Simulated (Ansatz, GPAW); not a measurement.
## Work function of a 7-layer slab of Mo(110) at several levels

Aim: the work function of both faces of a 7-layer slab of Mo(110), and its spread over functionals and bases.

Main program and level: GPAW 26.7.0 and Ansatz 0.2.0; Ansatz plane waves; slab in vacuum with a dipole correction, relaxation, in the first sound run; inputs show where later runs differ.

### 1. The starting structure

The cell holds 7 atoms: 7 Mo. Cell: a = 2.728 Å, b = 2.728 Å, c = 27.364 Å, α = 90.0°, β = 90.0°, γ = 70.5°. Vacuum lies along c.

### 2. Relaxation

Forces are removed first; all later runs use this geometry. The lowest 3 atoms are held at bulk positions and keep their forces.

File input.yaml:

```yaml
crystal:
  lattice:
    - [2.2273863607, -1.575, 0.0]
    - [2.2273863607, 1.575, 0.0]
    - [0.0, 0.0, 27.3643181644]
  atoms:
    - { symbol: Mo, position: [0.0, 0.0, 0.2558075797] }
    - { symbol: Mo, position: [0.5, 0.5, 0.3372050531] }
    - { symbol: Mo, position: [0.0, 0.0, 0.4186025266] }
    - { symbol: Mo, position: [0.5, 0.5, 0.5] }
    - { symbol: Mo, position: [0.0, 0.0, 0.5813974734] }
    - { symbol: Mo, position: [0.5, 0.5, 0.6627949469] }
    - { symbol: Mo, position: [0.0, 0.0, 0.7441924203] }
kpoints:
  mp_grid: { grid: [12, 12, 1] }
hamiltonian:
  xc: pbe
scf:
  occupations: { method: fermi_dirac, width: 0.1 }
efield:
  axis: 3
  dipole_correction: true
  ramp_width: 0.05
relax:
  f_tol: 0.02
  max_steps: 60
  constraints: [{ sites: [0, 1, 2] }]
output:
  write_potential: true
  write_density: true
  volumetric_format: npy
```

Run with:

```console
> ansatz run input.yaml --threads 4 --pin off --max-ram 8192MiB --backend cpu --events-out ev --progress --plain --runs-dir out
```

Numbers of over 12 decimals in the logs are rounded to 6 here.

The log of the run:

```text
Engine: ansatz 0.2.0, aarch64-unknown-linux-gnu
Pseudopotentials: kind: paw
Pseudopotential: Mo, paw, valence charge 14, recommended cutoff 420 eV (normal), Mo.paw.azcp
Functional definition: PBE
  parameter kappa = 0.804
  parameter beta = 0.066725
  exchange = pbe_x(kappa = kappa, mu = beta*pi^2/3)
  correlation = pbe_c(beta = beta)
Crystal: 7 atoms, lattice volume = 191.995 Å³
Basis set: ecut = 420 eV, 3809 PW (Γ), exchange–correlation on 40×40×384 points (8 copies of the dense FFT grid, shifted against one another)
Bands: 59, of which v1, the nominal top of the filled ones, is band 49 counted from 1 (48 counted from 0)
Symmetry: 4 space group operations
k-points: 43 of 144
Non-local potential: Mo, projectors of the file, l = 0: 3, l = 1: 2, l = 2: 2, l = 3: 1
PAW form: soft (Blöchl's): semilocal exchange-correlation on the pseudo side does not see the compensation charge
PAW one-centre angular grid: Mo, 590 points (default); XC on 64 Gauss nodes
Initial density: superposition of atomic densities (neutral atoms: chi_scale 0, normalization atom), corrected by the library's trained network
Initial wavefunctions: pseudopotential atomic-orbital guess
Functional: x = pbe(κ = 0.804, μ = 0.219515), c = pbe(β = 0.066725)
SCF iter   1: F=—  HF=-34689.751451 eV  |F-HF|=—  |Δ(HF+E_count)|=         —  Δρ=4.12e-3  dr2=2.03e-1  ethr=1.77e-3  p=0.000 e·Å  D=1.70e-13 V/Å  ΔV_dip=-0.00 eV  dr2_dipole=2.80e-7  V_vac-E_F(+/−)=4.86/4.86 eV  ⟨swp⟩=8.4  Hψ=25424  notcnv=0  defer=30
efield: sawtooth ramp at fractional position 0.9750 (placed from the atoms, in the widest stretch of the axis that holds none; the zero of the levels goes with the place), width 0.0500; the density the first Hamiltonian is built on has a dipole p = 0.000 e·Å; the dipole correction subtracts the counter field D = 1.70e-13 V/Å, which shifts the + side's vacuum level by -0.00 eV against the − side's; the planar-averaged density in the ramp window peaks in size at 6.4e-5 e/Å³
automatic band count: the SCF goes on with 69 bands, as 59 were too few: the levels above may hold too much charge
preconditioner: auto → LDOS  [metal: Δε(μ)=0.018 eV  Ē_g=5.258 eV  σ=0.100 eV  W_gap=0.04  n_scr=20 (ndim 8)  ℏωp=17.4 eV  f_vac=0.380  D(μ)=4.87/eV (n_scr^D=18)  β→1.0]
SCF iter   2: F=—  HF=-34689.748243 eV  |F-HF|=—  |Δ(HF+E_count)|=   3.21e-3  Δρ=2.20e-3  dr2=3.86e-2  ethr=2.07e-4  p=0.000 e·Å  D=1.16e-5 V/Å  ΔV_dip=-0.00 eV  dr2_dipole=4.60e-7  V_vac-E_F(+/−)=4.66/4.66 eV  ⟨swp⟩=2.0  Hψ=4316  notcnv=0  defer=42
SCF iter   3: F=—  HF=-34689.744871 eV  |F-HF|=—  |Δ(HF+E_count)|=   3.37e-3  Δρ=4.78e-4  dr2=1.80e-3  ethr=3.94e-5  p=0.000 e·Å  D=5.03e-6 V/Å  ΔV_dip=-0.00 eV  dr2_dipole=1.03e-8  V_vac-E_F(+/−)=4.68/4.68 eV  ⟨swp⟩=2.0  Hψ=3732  notcnv=0  defer=42
SCF iter   4: F=—  HF=-34689.745020 eV  |F-HF|=—  |Δ(HF+E_count)|=   1.49e-4  Δρ=1.43e-4  dr2=9.16e-5  ethr=1.84e-6  p=0.000 e·Å  D=2.47e-6 V/Å  ΔV_dip=-0.00 eV  dr2_dipole=2.70e-10  V_vac-E_F(+/−)=4.66/4.66 eV  ⟨swp⟩=2.7  Hψ=4157  notcnv=0  defer=42
SCF iter   5: F=—  HF=-34689.745021 eV  |F-HF|=—  |Δ(HF+E_count)|=   3.19e-7  Δρ=5.13e-5  dr2=1.50e-5  ethr=9.35e-8  p=0.000 e·Å  D=1.28e-6 V/Å  ΔV_dip=-0.00 eV  dr2_dipole=3.45e-10  V_vac-E_F(+/−)=4.66/4.66 eV  ⟨swp⟩=2.9  Hψ=4540  notcnv=0  defer=42
SCF iter   6: F=-34689.745023 eV  HF=-34689.745024 eV  |F-HF|=8.81e-7  |Δ(HF+E_count)|=   2.91e-6  Δρ=2.14e-5  dr2=2.19e-6  ethr=1.02e-8  p=0.000 e·Å  D=5.20e-7 V/Å  ΔV_dip=-0.00 eV  dr2_dipole=4.49e-15  V_vac-E_F(+/−)=4.65/4.65 eV  ⟨swp⟩=12.3  Hψ=23506  notcnv=0
SCF 1 converged in 6 iterations: F = -34689.745023 eV  dr2 = 2.19e-6
  greatest PAW one-centre occupation: 0.998 electrons in one spin orbital (limit 2), on the Mo atom at site 6 (counted from 0), in its partial waves of l = 0
relax step   1: F+E_penalty+E_count = -34689.74502266 eV  Δ(F+E_penalty+E_count) = +0.000e0 eV  max|allowed force component| = 6.590e-1 eV/Å  Δτ_max = 0.0000 Å  (6 SCF iters, dr2 threshold 1.00e-5 eV, accepted)
Bands: 69, of which v1, the nominal top of the filled ones, is band 49 counted from 1 (48 counted from 0)
Initial density: handed on by an earlier stage of this run
Initial wavefunctions: those handed on with the density
iter 1 solved again at ethr=1.16e-3 eV; its pass at ethr=3.10e-3 eV (dr2=1.14e0 eV) is discarded
SCF iter   1: F=—  HF=-34689.771399 eV  |F-HF|=—  |Δ(HF+E_count)|=         —  Δρ=1.08e-2  dr2=1.23e0  ethr=1.16e-3  p=0.000 e·Å  D=1.35e-6 V/Å  ΔV_dip=-0.00 eV  dr2_dipole=3.87e-1  V_vac-E_F(+/−)=4.67/4.67 eV  ⟨swp⟩=1.0  Hψ=10119  notcnv=0  defer=76
efield: sawtooth ramp at fractional position 0.9750 (handed on by an earlier solve), width 0.0500; the density the first Hamiltonian is built on has a dipole p = 0.000 e·Å; the dipole correction subtracts the counter field D = 1.35e-6 V/Å, which shifts the + side's vacuum level by -0.00 eV against the − side's; the planar-averaged density in the ramp window peaks in size at 5.0e-6 e/Å³
preconditioner: auto → LDOS  [metal: Δε(μ)=0.027 eV  Ē_g=5.294 eV  σ=0.100 eV  W_gap=0.07  n_scr=20 (ndim 8)  ℏωp=17.4 eV  f_vac=0.381  D(μ)=4.75/eV (n_scr^D=18)  β→1.0]
SCF iter   2: F=—  HF=-34689.741874 eV  |F-HF|=—  |Δ(HF+E_count)|=   2.95e-2  Δρ=4.38e-3  dr2=1.17e-1  ethr=1.16e-3  p=0.008 e·Å  D=7.30e-3 V/Å  ΔV_dip=-0.20 eV  dr2_dipole=6.95e-3  V_vac-E_F(+/−)=4.45/4.65 eV  ⟨swp⟩=2.2  Hψ=3975  notcnv=0  defer=76
SCF iter   3: F=—  HF=-34689.730616 eV  |F-HF|=—  |Δ(HF+E_count)|=   1.13e-2  Δρ=2.12e-3  dr2=3.09e-2  ethr=1.20e-4  p=0.005 e·Å  D=4.53e-3 V/Å  ΔV_dip=-0.12 eV  dr2_dipole=1.86e-4  V_vac-E_F(+/−)=4.52/4.65 eV  ⟨swp⟩=3.1  Hψ=5823  notcnv=0  defer=76
SCF iter   4: F=—  HF=-34689.724870 eV  |F-HF|=—  |Δ(HF+E_count)|=   5.75e-3  Δρ=4.39e-4  dr2=1.16e-3  ethr=3.15e-5  p=0.007 e·Å  D=6.16e-3 V/Å  ΔV_dip=-0.17 eV  dr2_dipole=8.31e-5  V_vac-E_F(+/−)=4.48/4.65 eV  ⟨swp⟩=2.5  Hψ=4201  notcnv=0  defer=76
SCF iter   5: F=—  HF=-34689.725116 eV  |F-HF|=—  |Δ(HF+E_count)|=   2.46e-4  Δρ=1.31e-4  dr2=1.16e-4  ethr=1.18e-6  p=0.007 e·Å  D=6.60e-3 V/Å  ΔV_dip=-0.18 eV  dr2_dipole=2.22e-5  V_vac-E_F(+/−)=4.47/4.65 eV  ⟨swp⟩=2.5  Hψ=4427  notcnv=0  defer=85
SCF iter   6: F=-34689.725115 eV  HF=-34689.725123 eV  |F-HF|=7.95e-6  |Δ(HF+E_count)|=   7.40e-6  Δρ=4.13e-5  dr2=1.08e-5  ethr=2.77e-8  p=0.007 e·Å  D=7.01e-3 V/Å  ΔV_dip=-0.19 eV  dr2_dipole=1.35e-6  V_vac-E_F(+/−)=4.45/4.65 eV  ⟨swp⟩=11.9  Hψ=26205  notcnv=0
SCF 2 converged in 6 iterations: F = -34689.725115 eV  dr2 = 1.08e-5
[...]
SCF iter   2: F=—  HF=-34689.773319 eV  |F-HF|=—  |Δ(HF+E_count)|=   8.71e-3  Δρ=2.11e-3  dr2=2.12e-2  ethr=3.82e-4  p=0.005 e·Å  D=4.57e-3 V/Å  ΔV_dip=-0.13 eV  dr2_dipole=6.05e-4  V_vac-E_F(+/−)=4.52/4.65 eV  ⟨swp⟩=1.9  Hψ=3268  notcnv=0  defer=87
SCF iter   3: F=—  HF=-34689.770762 eV  |F-HF|=—  |Δ(HF+E_count)|=   2.56e-3  Δρ=1.03e-3  dr2=6.20e-3  ethr=2.16e-5  p=0.006 e·Å  D=5.79e-3 V/Å  ΔV_dip=-0.16 eV  dr2_dipole=1.88e-4  V_vac-E_F(+/−)=4.49/4.65 eV  ⟨swp⟩=2.6  Hψ=5024  notcnv=0  defer=87
SCF iter   4: F=—  HF=-34689.769709 eV  |F-HF|=—  |Δ(HF+E_count)|=   1.05e-3  Δρ=1.82e-4  dr2=1.46e-4  ethr=6.32e-6  p=0.005 e·Å  D=5.13e-3 V/Å  ΔV_dip=-0.14 eV  dr2_dipole=2.85e-6  V_vac-E_F(+/−)=4.51/4.65 eV  ⟨swp⟩=2.1  Hψ=3845  notcnv=0  defer=87
SCF iter   5: F=—  HF=-34689.769678 eV  |F-HF|=—  |Δ(HF+E_count)|=   3.09e-5  Δρ=6.18e-5  dr2=1.26e-5  ethr=1.49e-7  p=0.005 e·Å  D=5.05e-3 V/Å  ΔV_dip=-0.14 eV  dr2_dipole=9.00e-7  V_vac-E_F(+/−)=4.51/4.65 eV  ⟨swp⟩=3.1  Hψ=5314  notcnv=0  defer=87
SCF iter   6: F=—  HF=-34689.770023 eV  |F-HF|=—  |Δ(HF+E_count)|=   3.45e-4  Δρ=2.17e-5  dr2=2.83e-6  ethr=1.28e-8  p=0.005 e·Å  D=4.91e-3 V/Å  ΔV_dip=-0.13 eV  dr2_dipole=5.07e-8  V_vac-E_F(+/−)=4.51/4.65 eV  ⟨swp⟩=2.2  Hψ=3990  notcnv=0  defer=87
SCF iter   7: F=—  HF=-34689.770023 eV  |F-HF|=—  |Δ(HF+E_count)|=   2.23e-7  Δρ=6.75e-6  dr2=1.50e-7  ethr=2.88e-9  p=0.005 e·Å  D=4.84e-3 V/Å  ΔV_dip=-0.13 eV  dr2_dipole=1.14e-11  V_vac-E_F(+/−)=4.51/4.65 eV  ⟨swp⟩=2.0  Hψ=3750  notcnv=0  defer=87
SCF iter   8: F=-34689.770023 eV  HF=-34689.770023 eV  |F-HF|=1.95e-8  |Δ(HF+E_count)|=  5.17e-10  Δρ=2.75e-6  dr2=3.26e-8  ethr=1.02e-10  p=0.005 e·Å  D=4.82e-3 V/Å  ΔV_dip=-0.13 eV  dr2_dipole=3.87e-9  V_vac-E_F(+/−)=4.51/4.65 eV  ⟨swp⟩=11.0  Hψ=20518  notcnv=0
SCF 3 converged in 8 iterations: F = -34689.770023 eV  dr2 = 3.26e-8
relax step   3: F+E_penalty+E_count = -34689.77002309 eV  Δ(F+E_penalty+E_count) = -2.500e-2 eV  max|allowed force component| = 2.254e-1 eV/Å  Δτ_max = 0.0581 Å  (8 SCF iters, accepted)
[...]
relax step   4: F+E_penalty+E_count = -34689.77311669 eV  Δ(F+E_penalty+E_count) = -3.094e-3 eV  max|allowed force component| = 9.456e-3 eV/Å  Δτ_max = 0.0262 Å  (5 SCF iters, dr2 threshold 3.18e-6 eV, accepted)
iter 1 solved again at ethr=1.84e-9 eV; its pass at ethr=3.10e-3 eV (dr2=1.81e-6 eV) is discarded
SCF iter   1: F=—  HF=-34689.773105 eV  |F-HF|=—  |Δ(HF+E_count)|=         —  Δρ=2.46e-5  dr2=1.81e-6  ethr=1.84e-9  p=0.004 e·Å  D=3.77e-3 V/Å  ΔV_dip=-0.10 eV  dr2_dipole=2.52e-8  V_vac-E_F(+/−)=4.54/4.65 eV  ⟨swp⟩=1.2  Hψ=7241  notcnv=0  defer=84
efield: sawtooth ramp at fractional position 0.9750 (handed on by an earlier solve), width 0.0500; the density the first Hamiltonian is built on has a dipole p = 0.004 e·Å; the dipole correction subtracts the counter field D = 3.77e-3 V/Å, which shifts the + side's vacuum level by -0.10 eV against the − side's; the planar-averaged density in the ramp window peaks in size at 5.7e-6 e/Å³
preconditioner: auto → LDOS  [metal: Δε(μ)=0.022 eV  Ē_g=5.263 eV  σ=0.100 eV  W_gap=0.05  n_scr=20 (ndim 8)  ℏωp=17.4 eV  f_vac=0.380  D(μ)=4.71/eV (n_scr^D=18)  β→1.0]
SCF iter   2: F=—  HF=-34689.773118 eV  |F-HF|=—  |Δ(HF+E_count)|=   1.24e-5  Δρ=1.36e-5  dr2=1.34e-6  ethr=1.84e-9  p=0.004 e·Å  D=3.74e-3 V/Å  ΔV_dip=-0.10 eV  dr2_dipole=3.48e-8  V_vac-E_F(+/−)=4.54/4.65 eV  ⟨swp⟩=2.0  Hψ=3940  notcnv=0  defer=84
SCF iter   3: F=—  HF=-34689.773118 eV  |F-HF|=—  |Δ(HF+E_count)|=   2.03e-8  Δρ=6.68e-6  dr2=2.38e-7  ethr=1.36e-9  p=0.004 e·Å  D=3.74e-3 V/Å  ΔV_dip=-0.10 eV  dr2_dipole=2.63e-9  V_vac-E_F(+/−)=4.54/4.65 eV  ⟨swp⟩=2.0  Hψ=4032  notcnv=0  defer=84
SCF iter   4: F=-34689.773118 eV  HF=-34689.773118 eV  |F-HF|=2.56e-8  |Δ(HF+E_count)|=   5.80e-9  Δρ=2.69e-6  dr2=3.24e-8  ethr=1.02e-10  p=0.004 e·Å  D=3.73e-3 V/Å  ΔV_dip=-0.10 eV  dr2_dipole=5.42e-10  V_vac-E_F(+/−)=4.54/4.65 eV  ⟨swp⟩=11.0  Hψ=20376  notcnv=0
SCF 5 converged in 4 iterations: F = -34689.773118 eV  dr2 = 3.24e-8
relax step   5: F+E_penalty+E_count = -34689.77311766 eV  Δ(F+E_penalty+E_count) = -9.759e-7 eV  max|allowed force component| = 1.003e-2 eV/Å  Δτ_max = 0.0000 Å  (4 SCF iters, accepted)
NSCF: frozen V_eff on 43 k-points
the band table was solved once a step of the walk had ended and its energy, with any forces and stress, was formed, with the checks that follow a solve (14334 applications of the Hamiltonian). They found nothing against the state; the energy, forces and stress were not computed again (output.eigenvalues in the input reference)
WARN: The output density's exchange-correlation potential varies sharply where the density is thin. Do not read a vacuum level from v_tot or v_xc, or from such a field of the output density. On a cell that repeats whose density bears no net charge and no dipole along the vacuum's axis use v_es (v_loc + v_h of the components); under efield.dipole_correction with no amplitude use v_es + v_field, which holds any externa [...]
SCF converged after 4 iterations
Free energy (F): -34689.773118 eV
Harris-Foulkes:  -34689.773118 eV  (|F-HF|=2.56e-8)
Internal energy: -34689.610431 eV  (E = F + TS)
E sigma→0 (E₀):  -34689.691774 eV
Entropy (-TS):   -0.162687 eV (-23.241 meV/atom)
Fermi energy:    10.124380 eV
Dipole field:    D = 0.003764 V/Å  (p = 0.003994 e·Å, saw-weighted, corrected)
Work function:   Φ+ = 4.5435 eV   Φ− = 4.6465 eV
Levels:          The Fermi level and band energies are counted from a zero that moves with the ramp; work functions are not
--- Per-component energies (eV) ---
  E_band       = -1451.063341
  E_kinetic    = 3081.359815
  E_local      = -111584.455536  (includes V_loc(G=0)·N_el)
  E_nonlocal   = 1000.664844
  E_hartree    = 54328.973026
  E_xc         = -1281.298396
  E_vxc        = -1598.783874  (∫ρ·V_xc dr)
  E_paw        = -22408.923159  (= ΣΔE_a)
  E_vpaw       = -1007.787516  (= ΣTr[D̂ρ^β])
  E_aug_tail   = 0.000293  (compensation charges beyond the density's cutoff)
  E_efield     = 0.000008  (sawtooth field / dipole correction)
  E_vefield    = -0.003854  (∫n·V_field dr)
  E_ewald      = 42174.068674
  E_smearing   = -0.162687  (= −TS)
  E_closure    = 0.000000  (closes the sum)
  Σ components = -34689.773118   (vs F -34689.773118, Δ=0.00e0)
--- Forces (eV/Å), atoms counted from 1 ---
  atom   1  Mo     0.00000000     0.00000000     0.54708428
  atom   2  Mo     0.00000000     0.00000000    -0.65429497
  atom   3  Mo     0.00000000     0.00000000     0.10751201
  atom   4  Mo     0.00000000     0.00000000     0.00205428
  atom   5  Mo     0.00000000     0.00000000    -0.00781958
  atom   6  Mo     0.00000000     0.00000000    -0.00469121
  atom   7  Mo     0.00000000     0.00000000     0.01003172
  max |Σ_I F_I| component: 1.23e-4 eV/Å
--- Band table (eV; the first three rows and the last of 43) ---
  k-point 0: bands = [... 45 lower, 8.8339, 8.9711, 9.0388, 9.4065, 9.9459, 10.2539, 10.8703, 11.2518, ... 16 higher]
  k-point 1: bands = [... 45 lower, 8.7163, 8.9644, 9.1499, 9.5678, 9.6632, 10.3696, 10.5079, 10.7576, ... 16 higher]
  k-point 2: bands = [... 45 lower, 8.5751, 8.8312, 9.3171, 9.4918, 9.7092, 9.8953, 10.3000, 10.9981, ... 16 higher]
  k-point 42: bands = [... 45 lower, 10.5438, 10.5699, 11.0250, 11.1490, 11.2516, 11.3999, 11.6538, 12.4428, ... 16 higher]
--- Relaxed structure (5 steps of the walk, 4 accepted, 0 SCFs on fresh bases) ---
  F+E_penalty+E_count = -34689.77311766 eV   max|allowed force component| = 1.003e-2 eV/Å
  atoms:
    - { symbol: Mo, position: [0.0, 0.0, 0.2558075797] }
    - { symbol: Mo, position: [0.5, 0.5, 0.3372050531] }
    - { symbol: Mo, position: [0.0, 0.0, 0.418603] }
    - { symbol: Mo, position: [0.5, 0.5, 0.500554] }
    - { symbol: Mo, position: [0.0, 0.0, 0.582603] }
    - { symbol: Mo, position: [0.5, 0.5, 0.664874] }
    - { symbol: Mo, position: [0.0, 0.0, 0.743037] }
```

Elapsed: 1.8 min, on 4 threads of Arm Neoverse N1, shared host; peak memory 0.81 GiB; 7.2 min of CPU time.

Relaxation path:

```
step  energy less that of the first step (eV)  largest force component (eV/Å)
   1                                   0.0000                          0.6590
   2                                   0.0199                          0.8850
   3                                  -0.0250                          0.2254
   4                                  -0.0281                          0.0095
   5                                  -0.0281                          0.0100
```

Relaxation step 2 was tried and not accepted.

The run keeps the 4 symmetry operations that it works with, so distortions that break them were not tested.

The atoms that moved most (Å):

```
atom     dx     dy      dz  length
 Mo6  0.000  0.000   0.057   0.057
 Mo5  0.000  0.000   0.033   0.033
 Mo7  0.000  0.000  -0.032   0.032
 Mo4  0.000  0.000   0.015   0.015
```

Final coordinates:

```
Mo
1.0
     2.22739   -1.57500    0.00000
     2.22739    1.57500    0.00000
     0.00000    0.00000   27.36432
Mo
7
Direct
  0.00000 0.00000 0.25581
  0.50000 0.50000 0.33721
  0.00000 0.00000 0.41860
  0.50000 0.50000 0.50055
  0.00000 0.00000 0.58260
  0.50000 0.50000 0.66487
  0.00000 0.00000 0.74304
```

Numbers from this step:

- free energy: -34689.7731 eV
- smearing term TS: 0.1627 eV
- symmetry operations: 4
- upper work function: 4.543 eV
- lower work function: 4.647 eV
- dipole along the normal: 0.003994 e·Å
- dipole field: 0.003764 V/Å
- vacuum level above: 14.67 eV
- vacuum level below: 14.77 eV

The electrostatic potential energy of an electron (with the applied field's), less the Fermi level, planar mean oscillates, so the rows of the table below give means over windows of 2.28 Å about each position, cut where the curve ends. Its maxima inside the range that stand out by 2 % of the span (Å: eV): 8.1: -2.14, 10.4: -2.42, 12.5: -2.11, 14.8: -2.04, 17.1: -2.11, 19.2: -3.09. Its minima: 7.0: -23.3, 9.3: -23.7, 11.4: -23.5, 13.7: -23.6, 16.0: -23.6, 18.2: -23.7, 20.4: -23.3.

The electrostatic potential energy of an electron (with the applied field's), less the Fermi level, planar mean by z; means over each step:

z (Å), electrostatic potential energy of an electron (with the applied field's), less the Fermi level, planar mean (eV) and a bar from the least value:
```
     1.14        4.6 ##############################
     3.42        4.6 ##############################
     5.70       -2.5 ###################
     7.98      -12.9 ##
    10.26      -13.1 #
    12.54      -12.9 ##
    14.82      -12.8 ##
    17.10      -12.8 ##
    19.38      -13.9 
    21.66       -2.2 ###################
    23.94        4.5 ##############################
    26.22        4.5 ##############################
```

The valence density, planar mean oscillates, so the rows of the table below give means over windows of 2.28 Å about each position, cut where the curve ends. Its maxima inside the range that stand out by 2 % of the span (Å: e/Å³): 7.0: 1.61, 9.3: 1.60, 11.4: 1.60, 13.7: 1.61, 16.0: 1.61, 18.2: 1.60, 20.4: 1.60. Its minima: 8.1: 0.323, 10.4: 0.325, 12.5: 0.317, 14.8: 0.315, 17.1: 0.313, 19.2: 0.361.

The valence density, planar mean by z; means over each step:

```
z (Å)  valence density, planar mean (e/Å³)
 1.14                               4.7e-6
 3.42                              0.00115
 5.70                                0.326
 7.98                                0.911
10.26                                0.911
12.54                                0.901
14.82                                0.900
17.10                                0.895
19.38                                0.972
21.66                                0.308
23.94                              0.00106
26.22                               4.6e-6
```

The relaxation lowered the energy of the cell by 0.0281 eV.

(Continued in part 2 of 3.)

[Logs are printed without paths, hosts, clocks, repeated set-up lines and the standing remarks that a program may print on its own settings, such as how far it seeks lower states.]

[Hosts, paths, dates, database ids (printed as entryN), source tags and the programs' standing remarks are cut or masked in the printed files.]
